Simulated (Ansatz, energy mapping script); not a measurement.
**GaCo: exchange couplings from total energies**

How strongly do the moments of GaCo couple under PBEsol? The plan is to run several orders and fit a Heisenberg model.

Calculated with Ansatz 0.2.0; PBEsol; plane waves, collinear spin, no spin–orbit coupling.

Report form: the programs' logs are mostly left out.

**1. Starting point**

It takes space group Pm-3m (No. 221, cubic). Conventional cell: a = 2.878 Å, b = 2.878 Å, c = 2.878 Å, α = 90.00°, β = 90.00°, γ = 90.00°. Ga has 8 Co at 2.49 Å nearest. Co has 8 Ga at 2.49 Å nearest. Farther neighbours are not listed.

Structure file:

```cif
data_structure
_symmetry_space_group_name_H-M 'Pm-3m'
_symmetry_Int_Tables_number 221
_cell_length_a 2.8780
_cell_length_b 2.8780
_cell_length_c 2.8780
_cell_angle_alpha 90.000
_cell_angle_beta 90.000
_cell_angle_gamma 90.000
_cell_volume 23.84
loop_
_atom_site_label
_atom_site_type_symbol
_atom_site_symmetry_multiplicity
_atom_site_Wyckoff_symbol
_atom_site_fract_x
_atom_site_fract_y
_atom_site_fract_z
_atom_site_occupancy
Ga1 Ga 1 b 0.50000 0.50000 0.50000 1
Co1 Co 1 a 0.00000 0.00000 0.00000 1
```

A plain semilocal functional is the cheapest rung. It tends to spread open shells too far.

**2. Order 1: parallel, cell A of 4 atoms**

The parallel order is the zero of energy for this cell and mesh.

input.yaml

```yaml
crystal:
  lattice:
    - [-2.878, 0.0, -2.878]
    - [0.0, -2.878, -2.878]
    - [-2.878, -2.878, 0.0]
  atoms:
    - { symbol: Ga, position: [0.25, 0.25, 0.25] }
    - { symbol: Ga, position: [0.75, 0.75, 0.75] }
    - { symbol: Co, position: [0.5, 0.5, 0.5], spin: 2.0 }
    - { symbol: Co, position: [0.0, 0.0, 0.0], spin: 2.0 }
magnetization:
  spin_polarized: true
kpoints:
  mp_grid: { grid: [12, 12, 12] }
hamiltonian:
  xc: pbesol
scf:
  occupations: { method: fermi_dirac, width: 0.1 }
output:
  eigenvalues: true
```

Launch:

```sh
ansatz run input.yaml --threads 4 --pin off --max-ram 8192MiB --backend cpu --events-out ev --progress --plain --runs-dir out
```

Elapsed: 6.1 s, on 4 threads of Arm Neoverse V2, shared host; peak memory 0.52 GiB.

No atom keeps a moment above 0.05 μB.

The run ends non-magnetic, not as typed: a moment turned or collapsed in the SCF or in the program's search for a lower state.

**3. Parallel start in cell B (4 atoms)**

A new cell needs its own zero of energy.

This run holds the same structure in another cell (a 4.070 → 2.878 Å, b 4.070 → 2.878 Å, c 4.070 → 5.756 Å, α 60.0 → 90.0°, β 60.0 → 90.0°, γ 60.0 → 90.0°).

input.yaml, the sections that differ from step 2:

```yaml
crystal:
  lattice:
    - [2.878, 0.0, 0.0]
    - [0.0, 2.878, 0.0]
    - [0.0, 0.0, 5.756]
  atoms:
    - { symbol: Ga, position: [0.5, 0.5, 0.25] }
    - { symbol: Ga, position: [0.5, 0.5, 0.75] }
    - { symbol: Co, position: [0.0, 0.0, 0.0], spin: 2.0 }
    - { symbol: Co, position: [0.0, 0.0, 0.5], spin: 2.0 }
kpoints:
  mp_grid: { grid: [13, 13, 7] }
# magnetization, hamiltonian, scf, output: as in step 2
```

Run time: 9.2 s. Hardware: 4 threads; peak memory 0.59 GiB.

No atom keeps a moment above 0.05 μB.

The run ends non-magnetic, not as typed: a moment turned or collapsed in the SCF or in the program's search for a lower state.

**4. Parallel start in cell C (4 atoms)**

The parallel order again, as the reference for this cell.

This run holds the same structure in another cell (b 2.878 → 4.070 Å, c 5.756 → 4.070 Å).

input.yaml, the sections that differ from step 3:

```yaml
crystal:
  lattice:
    - [-2.878, 0.0, 0.0]
    - [0.0, 2.878, 2.878]
    - [0.0, 2.878, -2.878]
  atoms:
    - { symbol: Ga, position: [0.5, 0.5, 0.0] }
    - { symbol: Ga, position: [0.5, 0.0, 0.5] }
    - { symbol: Co, position: [0.0, 0.0, 0.0], spin: 2.0 }
    - { symbol: Co, position: [0.0, 0.5, 0.5], spin: 2.0 }
kpoints:
  mp_grid: { grid: [13, 10, 10] }
# magnetization, hamiltonian, scf, output: as in step 3
```

Elapsed: 12 s, on 4 threads; peak memory 0.67 GiB.

The run ends non-magnetic, not as typed: a moment turned or collapsed in the SCF or in the program's search for a lower state.

**5. Run 4 (parallel; cell D, 6 atoms)**

input.yaml, the sections that differ from step 4:

```yaml
crystal:
  lattice:
    - [2.878, 0.0, 2.878]
    - [0.0, -2.878, -2.878]
    - [2.878, 2.878, -2.878]
  atoms:
    - { symbol: Ga, position: [0.333333333, 0.666666667, 0.166666667] }
    - { symbol: Ga, position: [0.666666667, 0.333333333, 0.833333333] }
    - { symbol: Ga, position: [0.0, 0.0, 0.5] }
    - { symbol: Co, position: [0.0, 0.0, 0.0], spin: 2.0 }
    - { symbol: Co, position: [0.333333333, 0.666666667, 0.666666667], spin: 2.0 }
    - { symbol: Co, position: [0.666666667, 0.333333333, 0.333333333], spin: 2.0 }
kpoints:
  mp_grid: { grid: [11, 11, 8] }
# magnetization, hamiltonian, scf, output: as in step 4
```

Elapsed: 21 s, on 4 threads; peak memory 0.89 GiB.

The run ends non-magnetic, not as typed: a moment turned or collapsed in the SCF or in the program's search for a lower state.

**6. Run 5 (parallel; cell E, 6 atoms)**

This run holds the same structure in another cell (a 4.070 → 2.878 Å, b 4.070 → 2.878 Å, c 4.985 → 8.634 Å, γ 120.0 → 90.0°).

input.yaml, the sections that differ from step 5:

```yaml
crystal:
  lattice:
    - [2.878, 0.0, 0.0]
    - [0.0, 2.878, 0.0]
    - [0.0, 0.0, 8.634]
  atoms:
    - { symbol: Ga, position: [0.5, 0.5, 0.166666667] }
    - { symbol: Ga, position: [0.5, 0.5, 0.5] }
    - { symbol: Ga, position: [0.5, 0.5, 0.833333333] }
    - { symbol: Co, position: [0.0, 0.0, 0.0], spin: 2.0 }
    - { symbol: Co, position: [0.0, 0.0, 0.333333333], spin: 2.0 }
    - { symbol: Co, position: [0.0, 0.0, 0.666666667], spin: 2.0 }
kpoints:
  mp_grid: { grid: [13, 13, 5] }
# magnetization, hamiltonian, scf, output: as in step 5
```

Run time: 16 s. Hardware: 4 threads; peak memory 0.78 GiB; 63 s of CPU time.

The run ends non-magnetic, not as typed: a moment turned or collapsed in the SCF or in the program's search for a lower state.

**7. The fit**

Each energy difference is a sum of couplings weighted by the pairs that the order reverses. A few near shells are fitted to the differences by least squares. Energies are those extrapolated to zero occupation width, not the free energies F.

The orders that converged (zero: parallel moments in the same cell):

```
                                         order  atoms  energy (meV a magnetic atom)  moments (μB)  moments kept as typed
parallel in cell A (typed; ended non-magnetic)      4                             -          0.00                     no
parallel in cell B (typed; ended non-magnetic)      4                             -          0.00                     no
parallel in cell C (typed; ended non-magnetic)      4                             -          0.00                     no
parallel in cell D (typed; ended non-magnetic)      6                             -          0.00                     no
parallel in cell E (typed; ended non-magnetic)      6                             -          0.00                     no
```

No pair of orders in one cell converged with its signs kept, so no coupling can be fitted.

**8. Results**

| Property | Result |
| --- | --- |
| couplings | not obtained |

What this shows: Only parallel starts were run, since none kept its moments as typed; they end non-magnetic.

[Logs and program files are shortened in this print: banners, set-up blocks, solver, clock and traceback lines can be left out without a mark of their own.]

[Logs are printed without paths, hosts, clocks, repeated set-up lines and the standing remarks that a program may print on its own settings, such as how far it seeks lower states.]

[Hosts, paths, dates, database ids (printed as entryN), source tags and the programs' standing remarks are cut or masked in the printed files.]

[Where a cell is said to come from a database of computed structures, the database is the Materials Project.]
